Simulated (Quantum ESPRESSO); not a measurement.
# KTaO3 (Pm-3m): zone-centre phonons, part 3 of 3

Which modes does KTaO3 (Pm-3m) have at the zone centre?

Quantum ESPRESSO 7.5; DFT LDA, scalar-relativistic, plane waves, PseudoDojo norm-conserving pseudopotentials.

So far. Step 5 (Zone-centre response): The acoustic modes at Γ come out as far as 1.3 cm⁻¹ from zero, where they should vanish, a small numerical error; the Born charges miss their sum rule by 0.0023 e, which is good. Step 6 (Zone-centre analysis): The rule moves no optical mode by more than 0.1 cm⁻¹. The relaxed cell has a = 3.939 Å (conventional setting).

### Step 7. Sum rules set otherwise: a sum rule for molecules or wires on a crystal

This rule also removes rotations, which suits molecules and not a crystal; it is tried to see the harm.

The input, dynmat.in:

```
&input
   fildyn = 'g.dyn'
   asr = 'zero-dim'
   fileig = 'dynmat.eig'
   lperm = .true.
/
```

Run with:

```bash
$ dynmat.x -in dynmat.in > dynmat.out
```

Log:

```text
[banner, memory and clock lines left out]
Program DYNMAT v.7.5

     Reading Dynamical Matrix from file g.dyn
     ...Force constants read
     ...epsilon and Z* read
     Acoustic Sum Rule: || Z*(ASR) - Z*(orig)|| =    8.136091E-01
     Acoustic Sum Rule: ||dyn(ASR) - dyn(orig)||=    3.014190E-01
     A direction for q was not specified:TO-LO splitting will be absent

     Polarizability (A^3 units)
     multiply by 0.406462 for Clausius-Mossotti correction
        21.299139    0.000000    0.000000
         0.000000   21.299139    0.000000
         0.000000    0.000000   21.299139

     IR activities are in (D/A)^2/amu units

# mode   [cm-1]    [THz]      IR
    1     -0.00   -0.0000    0.0000
    2     -0.00   -0.0000    0.0000
    3      0.00    0.0000    0.0000
    4      0.00    0.0000    0.0000
    5      0.00    0.0000    0.0000
    6      0.00    0.0000    0.0000
    7     99.31    2.9772   44.7660
    8    111.75    3.3503   58.2815
    9    111.75    3.3503   58.2815
   10    184.59    5.5340    5.8589
   11    243.51    7.3001    0.1505
   12    243.51    7.3001    0.1505
   13    491.55   14.7363   24.3740
   14    491.55   14.7363   24.3740
   15    555.67   16.6587   27.9484

Electronic dielectric permittivity tensor (relative, adimensional)
         5.380772    0.000000    0.000000
         0.000000    5.380772    0.000000
         0.000000    0.000000    5.380772

 ... with zone-center polar mode contributions
       172.265123    0.366807    0.366807
         0.366807  172.265123    0.366807
         0.366807    0.366807  172.265123

[end of the log left out, with the tail of the file of modes that dynmat.x writes under the same name]
```

Run time: 0.46 s. Hardware: 1 thread of Arm Neoverse V1, shared host.

The run ended normally, but on settings that are not sound.

The fault: a sum rule for molecules or wires on a crystal; 3 optical modes are projected out to zero frequency, as if they were rotations.

For a crystal the rule has to be 'simple' or 'crystal'.

Zone-centre frequencies as printed; negative means imaginary. Modes:

```
mode  frequency (cm⁻¹)
   1                 0
   2                 0
   3                 0
   4                 0
   5                 0
   6                 0
   7             99.31
   8             111.8
   9             111.8
  10             184.6
  11             243.5
  12             243.5
  13             491.6
  14             491.6
  15             555.7
```

### Step 8. Sum rules set otherwise (asr no)

Without the rule the raw error of the acoustic modes shows.

The input, dynmat.in:

```
&input
   fildyn = 'g.dyn'
   asr = 'no'
   fileig = 'dynmat.eig'
   lperm = .true.
/
```

Run with:

```bash
$ dynmat.x -in dynmat.in > dynmat.out
```

Log:

```text
[banner, memory and clock lines left out]
Program DYNMAT v.7.5

     Reading Dynamical Matrix from file g.dyn
     ...Force constants read
     ...epsilon and Z* read
     A direction for q was not specified:TO-LO splitting will be absent

     Polarizability (A^3 units)
     multiply by 0.406462 for Clausius-Mossotti correction
        21.299139    0.000000    0.000000
         0.000000   21.299139    0.000000
         0.000000    0.000000   21.299139

     IR activities are in (D/A)^2/amu units

# mode   [cm-1]    [THz]      IR
    1     -1.27   -0.0381    0.0000
    2     -1.27   -0.0381    0.0000
    3     -1.27   -0.0381    0.0000
    4     99.27    2.9761   44.7718
    5     99.27    2.9761   44.7718
    6     99.27    2.9761   44.7718
    7    184.59    5.5340    5.8586
    8    184.59    5.5340    5.8586
    9    184.59    5.5340    5.8586
   10    251.05    7.5263    0.0000
   11    251.05    7.5263    0.0000
   12    251.05    7.5263    0.0000
   13    555.68   16.6588   27.9540
   14    555.68   16.6588   27.9540
   15    555.68   16.6588   27.9540

Electronic dielectric permittivity tensor (relative, adimensional)
         5.380772    0.000000    0.000000
         0.000000    5.380772    0.000000
         0.000000    0.000000    5.380772

 ... with zone-center polar mode contributions
       173.131758   -0.000000   -0.000000
        -0.000000  173.131758    0.000000
        -0.000000    0.000000  173.131758

[end of the log left out, with the tail of the file of modes that dynmat.x writes under the same name]
```

Elapsed: 0.46 s, on 1 thread.

This step gave:

| Property | Result |
| --- | --- |
| highest optical zone-centre mode (no LO-TO term) | 555.7 cm⁻¹ |
| lowest optical zone-centre mode | 99.27 cm⁻¹ |
| mean static dielectric constant | 173.1 |

Zone-centre frequencies as printed; negative means imaginary. Modes:

```
mode  frequency (cm⁻¹)
   1             -1.27
   2             -1.27
   3             -1.27
   4             99.27
   5             99.27
   6             99.27
   7             184.6
   8             184.6
   9             184.6
  10             251.1
  11             251.1
  12             251.1
  13             555.7
  14             555.7
  15             555.7
```

Against the first rule no mode moves by more than 1.3 cm⁻¹.

### Step 9. Modes along a direction of q (1 0 0)

A longitudinal polar mode sets up a macroscopic field that stiffens it; the term hangs on the direction from which q goes to zero.

The input, dynmat.in:

```
&input
   fildyn = 'g.dyn'
   asr = 'simple'
   fileig = 'dynmat.eig'
   q(1) = 1.0
   q(2) = 0.0
   q(3) = 0.0
/
```

Run with:

```bash
$ dynmat.x -in dynmat.in > dynmat.out
```

Log:

```text
[banner, memory and clock lines left out]
Program DYNMAT v.7.5

     Reading Dynamical Matrix from file g.dyn
     ...Force constants read
     ...epsilon and Z* read

     Polarizability (A^3 units)
     multiply by 0.406462 for Clausius-Mossotti correction
        21.299139    0.000000    0.000000
         0.000000   21.299139    0.000000
         0.000000    0.000000   21.299139

     IR activities are in (D/A)^2/amu units

# mode   [cm-1]    [THz]      IR
    1     -0.00   -0.0000    0.0000
    2     -0.00   -0.0000    0.0000
    3      0.00    0.0000    0.0000
    4     99.32    2.9776   44.7647
    5     99.32    2.9776   44.7647
    6    175.91    5.2735    0.0341
    7    184.61    5.5344    5.8642
    8    184.61    5.5344    5.8642
    9    251.12    7.5285    0.0000
   10    251.12    7.5285    0.0000
   11    251.12    7.5285    0.0000
   12    400.94   12.0200    6.5860
   13    555.65   16.6580   27.9443
   14    555.65   16.6580   27.9443
   15    818.99   24.5528   71.9532

[end of the log left out, with the tail of the file of modes that dynmat.x writes under the same name]
```

The job ended after 0.46 s (1 thread).

Numbers from this step:

| Property | Result |
| --- | --- |
| highest mode moved by the LO-TO term | 819.0 cm⁻¹ |

Zone-centre frequencies as printed; negative means imaginary. Modes:

```
mode  frequency (cm⁻¹)
   1                 0
   2                 0
   3                 0
   4             99.32
   5             99.32
   6             175.9
   7             184.6
   8             184.6
   9             251.1
  10             251.1
  11             251.1
  12             400.9
  13             555.6
  14             555.6
  15               819
```

The field moves 3 modes; the highest of them now lies at 819 cm⁻¹, where the highest that moved away lay at 556.

### Step 10. Results

```
space group after relaxation                                           : Pm-3m
volume per atom                                                        : 12.2 Å³
gap on the k-mesh                                                      : 2.17 eV
highest optical zone-centre mode (no LO-TO term)                       : 555.6 cm⁻¹
lowest optical zone-centre mode                                        : 99.3 cm⁻¹
highest mode moved by the LO-TO term                                   : 819.0 cm⁻¹
mean high-frequency dielectric constant                                : 5.38
largest Born charge in size (third of the trace)                       : 8.67 e
mean static dielectric constant                                        : 173.0
imaginary optical modes at the zone centre (no q mesh in this session) : none
```

What this shows: At the LDA level the optical modes of KTaO3 (Pm-3m) at the zone centre (no LO-TO term) run from 99 to 556 cm⁻¹. Along the directions run, the highest mode that the macroscopic field moves lies at 819 cm⁻¹. Lattice motion raises the mean dielectric constant from 5.381 to 173.0. Of the 12 optical modes, 9 are infrared active alone and 3 are silent. These are harmonic frequencies at zero temperature: anharmonic shifts and linewidths and thermal expansion are left out. Spin-orbit coupling is left out, which can matter for the heavy elements here.

[Host names and launcher messages were left out of these logs when they were recorded.]

[Logs are printed without paths, hosts, clocks, repeated set-up lines and the standing remarks that a program may print on its own settings, such as how far it seeks lower states.]

[Hosts, paths, dates, database ids (printed as entryN), source tags and the programs' standing remarks are cut or masked in the printed files.]
